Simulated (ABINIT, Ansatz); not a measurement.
# Converging GW for VBiO4 (Clinobisvanite) in ABINIT

What does each rung of G0W0 on VBiO4 (Clinobisvanite) cost, and what does it buy?

Method: LDA and many-body steps on it, plane waves, in ABINIT 10.8.3.

**1. Starting point**

It takes space group C2/c (No. 15, monoclinic). Conventional cell: a = 7.247 Å, b = 11.697 Å, c = 5.090 Å, α = 90.00°, β = 134.22°, γ = 90.00°. V has 4 O at 1.69 to 1.77 Å nearest. Bi has 8 O at 2.35 to 2.63 Å nearest. Nearest to O lie 1 V at 1.77 Å and 2 Bi at 2.35 to 2.37 Å. O has 1 V at 1.69 Å and 2 Bi at 2.52 to 2.63 Å nearest. Farther neighbours and most contacts between anions are not listed.

The cell and positions come from the Crystallography Open Database and are kept as given unless a step says otherwise. Spin-orbit coupling is left out unless a step names it.

**2. Empty states on the mesh, 2×2×4 mesh, 265 bands**

This step: ABINIT 10.8.3; DFT, LDA, plane waves, norm-conserving pseudopotentials.

The sums over transitions need many empty states on a uniform mesh; this step solves for them.

Contents of run.abi:

```
acell 3*1.0 Angstrom
rprim 
  3.623583094700 -5.848600000000 -0.000000000000
  3.623583094700 5.848600000000 0.000000000000
  -3.550011012700 0.000000000000 3.647394391800
ntypat 3
znucl 23 83 8
natom 12
typat 1 1 2 2 3 3 3 3 3 3 3 3
xred 
  0.870000000000 0.130000000000 0.750000000000
  0.130000000000 0.870000000000 0.250000000000
  0.366500000000 0.633500000000 0.750000000000
  0.633500000000 0.366500000000 0.250000000000
  0.938300000000 0.354700000000 0.638800000000
  0.645300000000 0.061700000000 0.861200000000
  0.061700000000 0.645300000000 0.361200000000
  0.354700000000 0.938300000000 0.138800000000
  0.811300000000 0.709900000000 0.879600000000
  0.290100000000 0.188700000000 0.620400000000
  0.188700000000 0.290100000000 0.120400000000
  0.709900000000 0.811300000000 0.379600000000
pp_dirpath "pseudos"
pseudos "V.upf, Bi.upf, O.upf"
ecut 42
ngkpt 2 2 4
nshiftk 1
shiftk 0 0 0
kptopt 1
chksymbreak 0
iscf -2
irdden 1
istwfk *1
nband 265
nbdbuf 24
tolwfr 1e-09
nstep 60
prtvol 0
indata_prefix "in"
outdata_prefix "out"
tmpdata_prefix "tmp"
```

Started as:

```
$ OMP_NUM_THREADS=1 mpirun -n 8 abinit run.abi > log
```

Numbers of over 12 decimals in the logs are rounded to 6 here.

What it wrote:

```text
.Version 10.8.3 of ABINIT. v10.8.2 released Aug 2026.

 Symmetries : space group C2/c (# 15); Bravais mC (1-face-center monocl.)
[... echo of the input left out ...]
== DATASET  1 ==================================================================
-   mpi_nproc: 8, omp_nthreads: 1 (-1 if OMP is not activated)
-    --> not optimal distribution: autoparal keyword recommended in input file <--

--- !DatasetInfo
iteration_state: {dtset: 1, }
dimensions: {natom: 12, nkpt: 9, mband: 265, nsppol: 1, nspinor: 1, nspden: 1, mpw: 13589, }
cutoff_energies: {ecut:  42.0, pawecutdg:  -1.0, }
[...]
2.30626    2.31627    2.32603    2.32663    2.36996    2.37106    2.38455    2.39761
   2.41013    2.41330    2.41423    2.41653    2.44422    2.45563    2.46299    2.47275
   2.49747
 prteigrs : prtvol=0 or 1, do not print more k-points.

== END DATASET(S) ==============================================================
================================================================================

 -outvars: echo values of variables after computation  --------
            nband         265
             nkpt           9
          spgroup          15
 [... the other variables as echoed above ...]

 Calculation completed.
```

The job ended after 6.6 min (8 MPI ranks of Arm Neoverse V2, shared host; peak memory 1.4 GiB; 53 min of CPU time).

Numbers from this step:

| Quantity | Value |
| --- | --- |
| gap | 2.325 eV |
| k of the valence top | 0, 0, 0.25 |
| k of the conduction bottom | 0.5, 0, 0.5 |
| least direct gap | 2.381 eV |
| k points computed | 9 |
| lowest point of the top converged band, above the valence top | 55.8636 eV |

On this mesh the gap is 2.325 eV.

The density comes from a self-consistent run that is not shown.

**3. Screening, 2×2×4 mesh, 82 bands, screening to 51.7 eV**

The RPA dielectric matrix is built and inverted for each q.

This step: RPA screening on LDA, plane waves, norm-conserving pseudopotentials.

run.abi: that of step 2 with these lines changed.

```diff
@@ -30,10 +30,11 @@
 chksymbreak 0
-iscf -2
-irdden 1
 istwfk *1
-nband 265
-nbdbuf 24
-tolwfr 1e-09
-nstep 60
-prtvol 0
+occopt 1
+irdwfk 1
+optdriver 3
+nband 82
+ecuteps 1.9
+inclvkb 2
+awtr 1
+symchi 1
 indata_prefix "in"
@@ -41 +42,2 @@
 tmpdata_prefix "tmp"
+fftgw 31
```

What it wrote:

```text
.Version 10.8.3 of ABINIT. v10.8.2 released Aug 2026.

 Symmetries : space group C2/c (# 15); Bravais mC (1-face-center monocl.)
[... echo of the input left out ...]
== DATASET  1 ==================================================================
-   mpi_nproc: 8, omp_nthreads: 1 (-1 if OMP is not activated)

--- !DatasetInfo
iteration_state: {dtset: 1, }
dimensions: {natom: 12, nkpt: 9, mband: 82, nsppol: 1, nspinor: 1, nspden: 1, mpw: 13589, }
cutoff_energies: {ecut:  42.0, pawecutdg:  -1.0, }
electrons: {nelect:   1.20000000E+02, charge:   0.00000000E+00, occopt:   1.00000000E+00, tsmear:   1.00000000E-02, }

 SCREENING: Calculation of the susceptibility and dielectric matrices

 Based on a program developped by R.W. Godby, V. Olevano, G. Onida, and L. Reining.
 Incorporated in ABINIT by V. Olevano, G.-M. Rignanese, and M. Torrent.
.Using double precision arithmetic ; gwpc =  8

[... cell and pseudopotentials left out ...]
--------------------------------------------------------------------------------

 ==== K-mesh for the wavefunctions ====
 Number of points in the irreducible wedge :     9
[... list of points left out ...]
 Together with  4 symmetry operations and time-reversal symmetry
 yields    16 points in the full Brillouin Zone.

 ==== Q-mesh for the screening function ====
 Number of points in the irreducible wedge :     9
[... list of points left out ...]
 Together with  4 symmetry operations and time-reversal symmetry
 yields    16 points in the full Brillouin Zone.

 setmesh: FFT mesh size selected  =    60x   60x   48
          total number of points  =       172800

 vcoul_init : cutoff-mode = AUXILIARY_FUNCTION
 q-points for optical limit:   1
     1)      0.000010    0.000020    0.000030

- screening: taking advantage of time-reversal symmetry
- Maximum band index for partially occupied states nbvw = 60
- Remaining bands to be divided among processors   nbcw = 22
- Number of bands treated by each node ~2

 Number of electrons calculated from density =  120.0000; Expected =  120.0000
 average of density, n =  0.115022
 r_s =    1.2756
 omega_plasma =   32.7150 [eV]

 calculating chi0 at frequencies [eV] :
  1    0.000000E+00    0.000000E+00
  2    0.000000E+00    3.271497E+01

--------------------------------------------------------------------------------
  q-point number  1        q = ( 0.000000, 0.000000, 0.000000) [r.l.u.]
--------------------------------------------------------------------------------
[... chi0 elements left out ...]
 For q-point:  0.000010 0.000020 0.000030
  dielectric constant =   7.0322
  dielectric constant without local fields =   7.9659

  Average fulfillment of the sum rule on Im[epsilon] for q-point    1 :     13.95  [%]
[... wings left out ...]
  q-point number  2        q = ( 0.500000, 0.000000, 0.000000) [r.l.u.]
--------------------------------------------------------------------------------
[... chi0 elements left out ...]
  Average fulfillment of the sum rule on Im[epsilon] for q-point    2 :     18.13  [%]

 [... 7 further q-points ...]
```

It took 86 s on 8 MPI ranks; peak memory 14 GiB.

This step gave:

- ε∞ with local fields, on this mesh, along the program's q direction: 7.032
- the same without local fields: 7.966
- plasma frequency: 32.72 eV
- plane waves in the screening matrix: 127

Local fields lower ε∞ by 12 %. On a Γ-centred mesh this coarse the value itself is usually too large, while a short band sum pulls it down.

**4. 82 bands, 51.7 eV**

The self-energy is evaluated for the states that the input lists, and the levels follow from it, in one-shot runs by the linearised quasiparticle equation.

This step: G0W0 on LDA, plane waves, norm-conserving pseudopotentials.

run.abi: that of step 3 with these lines changed.

```diff
@@ -33,8 +33,21 @@
 irdwfk 1
-optdriver 3
+optdriver 4
 nband 82
+gwcalctyp 0
+ecutsigx 42
+symsigma 1
+nkptgw 4
+kptgw 
+  0.0000000000 0.0000000000 0.2500000000
+  0.5000000000 0.0000000000 0.5000000000
+  0.5000000000 0.0000000000 0.0000000000
+  0.0000000000 0.0000000000 0.0000000000
+bdgw 
+  59 62
+  59 62
+  59 62
+  59 62
 ecuteps 1.9
-inclvkb 2
-awtr 1
-symchi 1
+irdscr 1
+ppmodel 1
 indata_prefix "in"
```

What it wrote:

```text
.Version 10.8.3 of ABINIT. v10.8.2 released Aug 2026.

 Symmetries : space group C2/c (# 15); Bravais mC (1-face-center monocl.)
[... echo of the input left out ...]
== DATASET  1 ==================================================================
-   mpi_nproc: 8, omp_nthreads: 1 (-1 if OMP is not activated)

--- !DatasetInfo
iteration_state: {dtset: 1, }
dimensions: {natom: 12, nkpt: 9, mband: 82, nsppol: 1, nspinor: 1, nspden: 1, mpw: 13589, }
cutoff_energies: {ecut:  42.0, pawecutdg:  -1.0, }
electrons: {nelect:   1.20000000E+02, charge:   0.00000000E+00, occopt:   1.00000000E+00, tsmear:   1.00000000E-02, }

 SIGMA: Calculation of the GW corrections

 Based on a program developped by R.W. Godby, V. Olevano, G. Onida, and L. Reining.
 Incorporated in ABINIT by V. Olevano, G.-M. Rignanese, and M. Torrent.
.Using double precision arithmetic ; gwpc =  8

[... cell and pseudopotentials left out ...]
--------------------------------------------------------------------------------

 ==== K-mesh for the wavefunctions ====
 Number of points in the irreducible wedge :     9
[... list of points left out ...]
 Together with  4 symmetry operations and time-reversal symmetry
 yields    16 points in the full Brillouin Zone.

 ==== Q-mesh for screening function ====
 Number of points in the irreducible wedge :     9
[... list of points left out ...]
 Together with  4 symmetry operations and time-reversal symmetry
 yields    16 points in the full Brillouin Zone.

 vcoul_init : cutoff-mode = AUXILIARY_FUNCTION
 q-points for optical limit:   1
     1)      0.000010    0.000020    0.000030
 setmesh: FFT mesh size selected  =    60x   60x   48
          total number of points  =       172800

 Number of electrons calculated from density =  120.0000; Expected =  120.0000
 average of density, n =  0.115022
 r_s =    1.2756
 omega_plasma =   32.7150 [eV]

 === KS Band Gaps ===
  >>>> For spin  1
   Minimum direct gap =   2.3810 [eV], located at k-point      :   0.5000  0.0000  0.0000
   Fundamental gap    =   2.3245 [eV], Top of valence bands at :   0.0000  0.0000  0.2500
                                       Bottom of conduction at :   0.5000  0.0000  0.5000
 SIGMA fundamental parameters:
 PLASMON POLE MODEL  1
 number of plane-waves for SigmaX                13521
 number of plane-waves for SigmaC and W            127
 number of plane-waves for wavefunctions         13521
 number of bands                                    82
 number of independent spin polarizations            1
 number of spinorial components                      1
 number of k-points in IBZ                           9
 number of q-points in IBZ                           9
 number of symmetry operations                       4
 number of k-points in BZ                           16
 number of q-points in BZ                           16
 number of frequencies for dSigma/dE                 9
 frequency step for dSigma/dE [eV]                0.25
 number of omega for Sigma on real axis              0
 max omega for Sigma on real axis  [eV]           0.00
 zcut for avoiding poles [eV]                     0.10

 EPSILON^-1 parameters (SCR file):
 dimension of the eps^-1 matrix on file            127
 dimension of the eps^-1 matrix used               127
 number of plane-waves for wavefunctions         13521
 number of bands                                    82
 number of q-points in IBZ                           9
 number of frequencies                               2
 number of real frequencies                          1
 number of imag frequencies                          1

 matrix elements of self-energy operator (all in [eV])

 Perturbative Calculation

--- !SelfEnergy_ee
iteration_state: {dtset: 1, }
kpoint     : [   0.000,    0.000,    0.250, ]
spin       : 1
KS_gap     :    2.627
QP_gap     :    4.324
Delta_QP_KS:    1.697
data: !SigmaeeData |
     Band     E0 <VxcDFT>   SigX SigC(E0)      Z dSigC/dE  Sig(E)    E-E0       E
       59   4.879 -19.724 -24.209   4.928   0.741  -0.350 -19.396   0.328   5.207
       60   5.384 -19.614 -22.603   3.816   0.760  -0.315 -18.985   0.629   6.012
       61   8.010 -20.594 -14.004  -3.515   0.756  -0.322 -18.269   2.325  10.336
       62   8.173 -21.252 -14.454  -3.620   0.752  -0.329 -18.861   2.391  10.564

--- !SelfEnergy_ee
iteration_state: {dtset: 1, }
kpoint     : [   0.500,    0.000,    0.500, ]
spin       : 1
KS_gap     :    2.462
QP_gap     :    4.203
Delta_QP_KS:    1.741
data: !SigmaeeData |
     Band     E0 <VxcDFT>   SigX SigC(E0)      Z dSigC/dE  Sig(E)    E-E0       E
       59   4.988 -19.874 -24.006   4.664   0.745  -0.342 -19.478   0.397   5.385
       60   5.246 -19.529 -22.513   3.817   0.765  -0.308 -18.892   0.637   5.883
[...]
--- !SelfEnergy_ee
iteration_state: {dtset: 1, }
kpoint     : [   0.500,    0.000,    0.000, ]
spin       : 1
KS_gap     :    2.381
QP_gap     :    4.137
Delta_QP_KS:    1.756
data: !SigmaeeData |
     Band     E0 <VxcDFT>   SigX SigC(E0)      Z dSigC/dE  Sig(E)    E-E0       E
[...]
--- !SelfEnergy_ee
iteration_state: {dtset: 1, }
kpoint     : [   0.000,    0.000,    0.000, ]
spin       : 1
KS_gap     :    2.965
QP_gap     :    4.968
Delta_QP_KS:    2.002
data: !SigmaeeData |
     Band     E0 <VxcDFT>   SigX SigC(E0)      Z dSigC/dE  Sig(E)    E-E0       E
[...]
60   5.001 -20.090 -24.285   4.739   0.748  -0.336 -19.683   0.407   5.407
       61   7.966 -20.896 -14.115  -3.591   0.755  -0.324 -18.487   2.409  10.375
       62   8.407 -21.599 -14.724  -3.668   0.749  -0.335 -19.197   2.402  10.808

== END DATASET(S) ==============================================================
================================================================================

 -outvars: echo values of variables after computation  --------
           etotal      0.0000000000E+00
            nband          82
             nkpt           9
          spgroup          15
 [... the other variables as echoed above ...]

 Calculation completed.
```

It took 13 s on 8 MPI ranks; peak memory 4.2 GiB; 1.7 min of CPU time.

This step gave:

```yaml
g0w0_gap_on_the_mesh: 4.074 eV
starting_gap_on_the_mesh: 2.325 eV
k_of_the_valence_top: 0, 0, 0.25
k_of_the_conduction_bottom: 0.5, 0, 0.5
z_at_the_valence_top: 0.76
z_at_the_conduction_bottom: 0.754
least_direct_g0w0_gap_on_the_computed_points: 4.137 eV
```

The gap on the mesh goes from 2.32 eV to 4.07 eV, a correction of +1.75 eV.

**5. Screening, 2×2×4 mesh, 134 bands, screening to 98 eV**

This step: RPA screening on LDA, plane waves, norm-conserving pseudopotentials.

run.abi: that of step 4 with these lines changed.

```diff
@@ -33,21 +33,8 @@
 irdwfk 1
-optdriver 4
-nband 82
-gwcalctyp 0
-ecutsigx 42
-symsigma 1
-nkptgw 4
-kptgw 
-  0.0000000000 0.0000000000 0.2500000000
-  0.5000000000 0.0000000000 0.5000000000
-  0.5000000000 0.0000000000 0.0000000000
-  0.0000000000 0.0000000000 0.0000000000
-bdgw 
-  59 62
-  59 62
-  59 62
-  59 62
-ecuteps 1.9
-irdscr 1
-ppmodel 1
+optdriver 3
+nband 134
+ecuteps 3.6
+inclvkb 2
+awtr 1
+symchi 1
 indata_prefix "in"
```

What it wrote:

```text
.Version 10.8.3 of ABINIT. v10.8.2 released Aug 2026.

 Symmetries : space group C2/c (# 15); Bravais mC (1-face-center monocl.)
[... echo of the input left out ...]
== DATASET  1 ==================================================================
-   mpi_nproc: 8, omp_nthreads: 1 (-1 if OMP is not activated)

--- !DatasetInfo
iteration_state: {dtset: 1, }
dimensions: {natom: 12, nkpt: 9, mband: 134, nsppol: 1, nspinor: 1, nspden: 1, mpw: 13589, }
cutoff_energies: {ecut:  42.0, pawecutdg:  -1.0, }
electrons: {nelect:   1.20000000E+02, charge:   0.00000000E+00, occopt:   1.00000000E+00, tsmear:   1.00000000E-02, }

 SCREENING: Calculation of the susceptibility and dielectric matrices

 Based on a program developped by R.W. Godby, V. Olevano, G. Onida, and L. Reining.
 Incorporated in ABINIT by V. Olevano, G.-M. Rignanese, and M. Torrent.
.Using double precision arithmetic ; gwpc =  8

[... cell and pseudopotentials left out ...]
--------------------------------------------------------------------------------

 ==== K-mesh for the wavefunctions ====
 Number of points in the irreducible wedge :     9
[... list of points left out ...]
 Together with  4 symmetry operations and time-reversal symmetry
 yields    16 points in the full Brillouin Zone.

 ==== Q-mesh for the screening function ====
 Number of points in the irreducible wedge :     9
[... list of points left out ...]
 Together with  4 symmetry operations and time-reversal symmetry
 yields    16 points in the full Brillouin Zone.

 setmesh: FFT mesh size selected  =    60x   60x   48
          total number of points  =       172800

 vcoul_init : cutoff-mode = AUXILIARY_FUNCTION
 q-points for optical limit:   1
     1)      0.000010    0.000020    0.000030

- screening: taking advantage of time-reversal symmetry
- Maximum band index for partially occupied states nbvw = 60
- Remaining bands to be divided among processors   nbcw = 74
- Number of bands treated by each node ~9

 Number of electrons calculated from density =  120.0000; Expected =  120.0000
 average of density, n =  0.115022
 r_s =    1.2756
 omega_plasma =   32.7150 [eV]

 calculating chi0 at frequencies [eV] :
  1    0.000000E+00    0.000000E+00
  2    0.000000E+00    3.271497E+01

--------------------------------------------------------------------------------
  q-point number  1        q = ( 0.000000, 0.000000, 0.000000) [r.l.u.]
--------------------------------------------------------------------------------
[... chi0 elements left out ...]
 For q-point:  0.000010 0.000020 0.000030
  dielectric constant =   7.2974
  dielectric constant without local fields =   8.4139

  Average fulfillment of the sum rule on Im[epsilon] for q-point    1 :     33.53  [%]
[... wings left out ...]
  q-point number  2        q = ( 0.500000, 0.000000, 0.000000) [r.l.u.]
--------------------------------------------------------------------------------
[... chi0 elements left out ...]
  Average fulfillment of the sum rule on Im[epsilon] for q-point    2 :     39.50  [%]

 [... 7 further q-points ...]
```

The job ended after 4.6 min (8 MPI ranks; peak memory 16 GiB).

Numbers from this step:

* ε∞ with local fields, on this mesh, along the program's q direction: 7.297
* the same without local fields: 8.414
* plasma frequency: 32.72 eV
* plane waves in the screening matrix: 345

(Continued in part 2 of 2.)

[Paths, hosts, dates, memory and timing lines, banners, echoed tables and standing remarks are left out of the program output.]

[Logs are printed without paths, hosts, clocks, repeated set-up lines and the standing remarks that a program may print on its own settings, such as how far it seeks lower states.]

[Runs of the session that timed out or met a known fault of the program may be left out.]

[Hosts, paths, dates, database ids (printed as entryN), source tags and the programs' standing remarks are cut or masked in the printed files.]

[G0W0 gaps are taken among the corrected bands and points alone; a level outside them can change the order at an edge.]

[Where Ansatz stands beside ABINIT at settings called matched, ABINIT's density can come from a denser mesh and the files from another edition; pairs whose starting gaps differed by over 0.03 eV were left out, so agreement reads better than it is.]
